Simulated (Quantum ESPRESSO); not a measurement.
## BaZrO3 (Pm-3m): modes at Γ and the response to a field

Which modes does BaZrO3 (Pm-3m) have at the zone centre?

Main program and level: Quantum ESPRESSO 7.5; DFT LDA, scalar-relativistic, plane waves, PseudoDojo norm-conserving pseudopotentials.

Experimental background.

For BaZrO3, cubic perovskite (undoped submicron crystals from molten salt synthesis), “Excitation-Dependent Photoluminescence of BaZrO3:Eu3+ Crystals” (2022, pmc:9457899) gives, by XRD Rietveld refinement: lattice constant a (a, undoped) 4.1947 ± 0.0002 Å [submicron molten-salt powder; measurement temperature not stated].

For BaZrO3, cubic perovskite (ceramic, earlier study, 300 K), “Broadband dielectric spectroscopy of Ba(Zr,Ti)O3: dynamics of relaxors and diffuse ferroelectrics” (2013, arxiv:1312.3131) quotes earlier work: static dielectric constant (static permittivity) about 36 [polycrystalline ceramic; value quoted from the authors' earlier paper].

Report form: the programs' logs are mostly left out.

## Step 1: The starting structure

Symmetry: Pm-3m, No. 221, cubic system. Conventional cell: a = 4.191 Å, b = 4.191 Å, c = 4.191 Å, α = 90.00°, β = 90.00°, γ = 90.00°. Nearest to Ba lie 12 O at 2.96 Å. Zr has 6 O at 2.10 Å nearest. Nearest to O lie 2 Zr at 2.10 Å and 4 Ba at 2.96 Å. Farther neighbours and most contacts between anions are not listed.

## Step 2: A first look

A cheap run with smearing and empty bands tells whether the crystal has a gap, which decides between fixed occupations and smearing later on.

probe.in

```
&control
   calculation = 'scf'
   prefix = 'x'
   outdir = './tmp'
   pseudo_dir = './pseudo'
   tprnfor = .true.
   tstress = .true.
   verbosity = 'high'
/
&system
   ibrav = 1
   celldm(1) = 7.9204847
   nat = 5
   ntyp = 3
   ecutwfc = 92.0
   occupations = 'smearing'
   smearing = 'gaussian'
   degauss = 0.01
/
&electrons
   conv_thr = 1.0d-07
   mixing_beta = 0.7
   electron_maxstep = 100
/
ATOMIC_SPECIES
 Ba    137.3270  Ba.upf
 Zr     91.2240  Zr.upf
 O      15.9990  O.upf
ATOMIC_POSITIONS crystal
 Ba     0.000000000   0.000000000   0.000000000
 Zr     0.500000000   0.500000000   0.500000000
 O      0.000000000   0.500000000   0.500000000
 O      0.500000000   0.000000000   0.500000000
 O      0.500000000   0.500000000   0.000000000
K_POINTS automatic
 4 4 4 0 0 0
```

Run with:

```console
OMP_NUM_THREADS=1 mpirun -n 4 pw.x -nk 4 -in probe.in > probe.out
```

Wall time 8.2 s (4 MPI ranks of AMD EPYC 7R43, shared host).

Numbers from this step:

* volume per atom: 14.73 Å³
* pressure: -4.895 GPa
* gap on the k-mesh: 3.105 eV

A gap of 3.1 eV opens on this mesh, so the crystal is taken as an insulator; the start stands at -4.9 GPa.

## Step 3: Relaxation

The relaxation runs at a cutoff a fifth above that of the response, since stress converges more slowly with the basis than frequencies do. Forces and stress are brought to rest with tight thresholds.

relax.in

```
&control
   calculation = 'vc-relax'
   prefix = 'x'
   outdir = './tmp'
   pseudo_dir = './pseudo'
   tprnfor = .true.
   tstress = .true.
   forc_conv_thr = 2.0d-05
   etot_conv_thr = 1.0d-07
   nstep = 40
/
&system
   ibrav = 1
   celldm(1) = 7.9204847
   nat = 5
   ntyp = 3
   ecutwfc = 110
   occupations = 'fixed'
   nbnd = 22
/
&electrons
   conv_thr = 1.0d-11
   mixing_beta = 0.7
   electron_maxstep = 100
/
&ions
/
&cell
   press_conv_thr = 0.2
/
ATOMIC_SPECIES
 Ba    137.3270  Ba.upf
 Zr     91.2240  Zr.upf
 O      15.9990  O.upf
ATOMIC_POSITIONS crystal
 Ba     0.000000000   0.000000000   0.000000000
 Zr     0.500000000   0.500000000   0.500000000
 O      0.000000000   0.500000000   0.500000000
 O      0.500000000   0.000000000   0.500000000
 O      0.500000000   0.500000000   0.000000000
K_POINTS automatic
 6 6 6 0 0 0
```

Run with:

```console
OMP_NUM_THREADS=1 mpirun -n 4 pw.x -nk 4 -in relax.in > relax.out
```

The job ended after 86 s (4 MPI ranks).

Step by step:

```tsv
step	energy less that of the first step (eV)	largest force (eV/Å)	pressure (GPa)	volume (Å³)
1	0.0000	0.0000	-4.91	73.63
2	-0.0333	0.0000	-0.84	71.80
3	-0.0342	0.0000	0.04	71.44
4	-0.0342	0.0000	0.00	71.46
5	-0.0342	0.0000	0.00	71.46
6	-0.0342	0.0000	0.00	71.46
```

```tsv
conventional cell, symmetrised	before	after	change
a (Å)	4.191	4.150	-1.0 %
b (Å)	4.191	4.150	-1.0 %
c (Å)	4.191	4.150	-1.0 %
volume (Å³/atom)	14.73	14.29	-3.0 %
```

The relaxed structure:

```
CELL_PARAMETERS angstrom
4.14965 0.00000 0.00000
0.00000 4.14965 0.00000
0.00000 0.00000 4.14965
ATOMIC_POSITIONS crystal
Ba 0.00000 0.00000 0.00000
Zr 0.50000 0.50000 0.50000
O 0.00000 0.50000 0.50000
O 0.50000 0.00000 0.50000
O 0.50000 0.50000 0.00000
```

The last row of the table of steps is pw.x's closing run on a basis chosen anew for the final cell, so its energy can jump.

Numbers from this step:

```
volume per atom   : 14.29 Å³
pressure          : 0 GPa
gap on the k-mesh : 3.173 eV
```

The volume changes by -3.0 % from the cell with which this run began.

## Step 4: Self-consistent run for the response

The response is built on this ground state, so it is converged far tighter than an energy would need. With a gap, occupations are fixed, which also allows the response to an electric field.

scf.in

```
&control
   calculation = 'scf'
   prefix = 'x'
   outdir = './tmp'
   pseudo_dir = './pseudo'
   tprnfor = .true.
   tstress = .true.
/
&system
   ibrav = 1
   celldm(1) = 7.84170803
   nat = 5
   ntyp = 3
   ecutwfc = 92.0
   occupations = 'fixed'
   nbnd = 22
/
&electrons
   conv_thr = 1.0d-12
   mixing_beta = 0.7
   electron_maxstep = 100
/
ATOMIC_SPECIES
 Ba    137.3270  Ba.upf
 Zr     91.2240  Zr.upf
 O      15.9990  O.upf
ATOMIC_POSITIONS crystal
 Ba     0.000000000   0.000000000   0.000000000
 Zr     0.500000000   0.500000000   0.500000000
 O      0.000000000   0.500000000   0.500000000
 O      0.500000000   0.000000000   0.500000000
 O      0.500000000   0.500000000   0.000000000
K_POINTS automatic
 8 8 8 0 0 0
```

Run with:

```console
OMP_NUM_THREADS=1 mpirun -n 4 pw.x -nk 4 -in scf.in > scf.out
```

Run time: 30 s. Hardware: 4 MPI ranks.

Numbers from this step:

```
pressure : 0.001 GPa
```

The cell stands at 0.001 GPa, close enough for phonons.

## Step 5: Zone-centre response

At q = 0 one unit cell holds all displacements; symmetry groups them into irreducible representations that are solved one by one. The response to a field gives ε∞ and the Born charges, which polar modes need.

ph.in

```
phonons
&inputph
   prefix = 'x'
   outdir = './tmp'
   fildyn = 'g.dyn'
   tr2_ph = 1.0d-18
   epsil = .true.
/
0.000000000000 0.000000000000 0.000000000000
```

Run with:

```console
OMP_NUM_THREADS=1 mpirun -n 4 ph.x -nk 4 -in ph.in > ph.out
```

The job ended after 16 min (4 MPI ranks; 64 min of CPU time).

Read from the output:

```
miss of the charge sum rule                                       : 6.40e-4 e
largest acoustic frequency at the zone centre before the sum rule : -2.4 cm⁻¹
highest optical zone-centre mode (no LO-TO term)                  : 524.5 cm⁻¹
lowest optical zone-centre mode                                   : 97.52 cm⁻¹
mean high-frequency dielectric constant                           : 4.894
largest Born charge in size (third of the trace)                  : 6.111 e
```

Born charge (rows field, columns displacement), before the sum rule (e), principal values of the symmetric part by kind of site:

```tsv
atom	atoms with these values	low	middle	high	mean
Ba1	1	2.74	2.74	2.74	2.74
Zr2	1	6.11	6.11	6.11	6.11
O3	3	-4.80	-2.03	-2.03	-2.95
```

In full for Ba1:

```
2.74 0.00 0.00
0.00 2.74 0.00
0.00 0.00 2.74
```

High-frequency dielectric tensor:

```
4.89 0.00 0.00
0.00 4.89 0.00
0.00 0.00 4.89
```

The acoustic modes at Γ come out as far as 2.4 cm⁻¹ from zero, where they should vanish, a small numerical error; the Born charges miss their sum rule by 6.4e-4 e, which is good.

## Step 6: Modes with the sum rule

A rigid shift of the crystal must cost nothing, but grids and finite bases break this; the acoustic sum rule is imposed before the matrix is diagonalised again. With Born charges the intensities follow, and the static dielectric tensor.

dynmat.in

```
&input
   fildyn = 'g.dyn'
   asr = 'simple'
   fileig = 'dynmat.eig'
   lperm = .true.
/
```

Run with:

```console
dynmat.x -in dynmat.in > dynmat.out
```

Wall time 0.73 s (1 thread).

This step gave:

| Item | Value |
| --- | --- |
| lowest optical zone-centre mode | 97.63 cm⁻¹ |
| mean static dielectric constant | 63.64 |

Unit eigenvectors of the mass-weighted matrix after the sum rule; no LO-TO term. The modes at Γ (shares of kinetic energy by element, %):

```tsv
mode	frequency (cm⁻¹)	symmetry	Ba %	Zr %	O %
1	0.0	acoustic	50	33	17
2	0.0	acoustic	50	33	17
3	0.0	acoustic	50	33	17
4	97.6	T1u	42	9	49
5	97.6	T1u	42	9	49
6	97.6	T1u	42	9	49
7	173.1	T2u	0	0	100
8	173.1	T2u	0	0	100
9	173.1	T2u	0	0	100
10	194.8	T1u	8	56	36
11	194.8	T1u	8	56	36
12	194.8	T1u	8	56	36
13	524.5	T1u	0	2	97
14	524.5	T1u	0	2	97
15	524.5	T1u	0	2	97
```

Displacements in mode 4 (97.6 cm⁻¹), the largest set to 1:
```
Ba1  0.00  0.01  0.48
Zr2  0.00 -0.01 -0.27
O3   0.00 -0.03 -1.00
O4   0.00 -0.02 -1.00
O5   0.00 -0.03 -0.59
```

Displacements in mode 12 (194.8 cm⁻¹), the largest set to 1:
```
Ba1 -0.23  0.01 -0.02
Zr2  0.74 -0.03  0.06
O3  -0.23  0.04 -0.08
O4  -1.00  0.01 -0.08
O5  -1.00  0.04 -0.02
```

Degenerate modes summed, no LO-TO term. Lines of the infrared spectrum (strongest = 100):

```tsv
position (cm⁻¹)	lines merged	label	IR intensity, relative
98	3	T1u	58
173	3	T2u	0.0
195	3	T1u	94
525	3	T1u	100
```

Static dielectric tensor (ions relaxed, fixed cell):

```
63.64  0.00  0.00
 0.00 63.64  0.00
 0.00  0.00 63.64
```

The rule moves no optical mode by more than 0.2 cm⁻¹.

## Step 7: Sum rules set otherwise: a sum rule for molecules or wires on a crystal

This rule also removes rotations, which suits molecules and not a crystal; it is tried to see the harm.

dynmat.in

```
&input
   fildyn = 'g.dyn'
   asr = 'zero-dim'
   fileig = 'dynmat.eig'
   lperm = .true.
/
```

Run with:

```console
dynmat.x -in dynmat.in > dynmat.out
```

It took 0.7 s on 1 thread.

The program raised no error, yet the settings are not those of a careful run.

The fault: a sum rule for molecules or wires on a crystal; 3 optical modes are projected out to zero frequency, as if they were rotations, and the static dielectric tensor is spoilt.

For a crystal the rule has to be 'simple' or 'crystal'.

Zone-centre frequencies as printed; negative means imaginary. Modes:

```tsv
mode	frequency (cm⁻¹)
1	0
2	0
3	0
4	0
5	0
6	0
7	97.62
8	128
9	128
10	194.8
11	220.8
12	220.8
13	476.9
14	476.9
15	524.5
```

## Step 8: Sum rules set otherwise (asr no)

Without the rule the raw error of the acoustic modes shows.

dynmat.in

```
&input
   fildyn = 'g.dyn'
   asr = 'no'
   fileig = 'dynmat.eig'
   lperm = .true.
/
```

Run with:

```console
dynmat.x -in dynmat.in > dynmat.out
```

The job ended after 0.71 s (1 thread).

Read from the output:

```
lowest optical zone-centre mode : 97.52 cm⁻¹
mean static dielectric constant : 63.79
```

Zone-centre frequencies as printed; negative means imaginary. Modes:

```tsv
mode	frequency (cm⁻¹)
1	-2.4
2	-2.4
3	-2.4
4	97.52
5	97.52
6	97.52
7	172.9
8	172.9
9	172.9
10	194.7
11	194.7
12	194.7
13	524.5
14	524.5
15	524.5
```

Against the first rule no mode moves by more than 2.5 cm⁻¹.

## Step 9: The LO-TO splitting (1 0 0)

A longitudinal polar mode sets up a macroscopic field that stiffens it; the term hangs on the direction from which q goes to zero.

dynmat.in

```
&input
   fildyn = 'g.dyn'
   asr = 'simple'
   fileig = 'dynmat.eig'
   q(1) = 1.0
   q(2) = 0.0
   q(3) = 0.0
/
```

Run with:

```console
dynmat.x -in dynmat.in > dynmat.out
```

Run time: 0.7 s. Hardware: 1 thread.

Numbers from this step:

* highest mode moved by the LO-TO term: 713.9 cm⁻¹

Zone-centre frequencies as printed; negative means imaginary. Modes:

```tsv
mode	frequency (cm⁻¹)
1	0
2	0
3	0
4	97.63
5	97.63
6	137.8
7	173.1
8	173.1
9	173.1
10	194.8
11	194.8
12	365.7
13	524.5
14	524.5
15	713.9
```

The field moves 3 modes; the highest of them now lies at 714 cm⁻¹, where the highest that moved away lay at 524.

## Step 10: Outcome

* space group after relaxation: Pm-3m
* volume per atom: 14.3 Å³
* gap on the k-mesh: 3.17 eV
* highest optical zone-centre mode (no LO-TO term): 524.5 cm⁻¹
* lowest optical zone-centre mode: 97.6 cm⁻¹
* highest mode moved by the LO-TO term: 713.9 cm⁻¹
* mean high-frequency dielectric constant: 4.89
* largest Born charge in size (third of the trace): 6.11 e
* mean static dielectric constant: 63.6
* imaginary optical modes at the zone centre (no q mesh in this session): none

**Reading.** At the LDA level the optical modes of BaZrO3 (Pm-3m) at the zone centre (no LO-TO term) run from 98 to 525 cm⁻¹. Along the directions run, the highest mode that the macroscopic field moves lies at 714 cm⁻¹. Lattice motion raises the mean dielectric constant from 4.894 to 63.64. Of the 12 optical modes, 9 are infrared active alone and 3 are silent. These are harmonic frequencies at zero temperature: anharmonic shifts and linewidths and thermal expansion are left out. Spin-orbit coupling is left out, which can matter for the heavy elements here. The published file for Ba has no f projectors, which tends to make oxide cells too large.

Calculation against experiment:

```
                                       quantity  measured  LDA PseudoDojo norm-conserving, Quantum ESPRESSO
                         lattice constant a (Å)    4.1947                                    4.150 (-1.1 %)
static dielectric constant (mean of the tensor)        36                                   63.64 (+76.8 %)
```

Measured values from pmc:9457899 (2022) and arxiv:1312.3131 (2013).

**Verdict.** The lattice constant a is off by -1.1 %: fair agreement. The static dielectric constant is off by +76.8 %. The grades are ours: good and fair within 0.7 and 1.5 % for the lattice constant a and 10 and 25 % for the static dielectric constant. Zero-point motion and thermal expansion (measured at up to 300 K) are not in the computed lattice constants and static dielectric constant.

[Host names and launcher messages were left out of these logs when they were recorded.]

[Logs are printed without paths, hosts, clocks, repeated set-up lines and the standing remarks that a program may print on its own settings, such as how far it seeks lower states.]

[Hosts, paths, dates, database ids (printed as entryN), source tags and the programs' standing remarks are cut or masked in the printed files.]
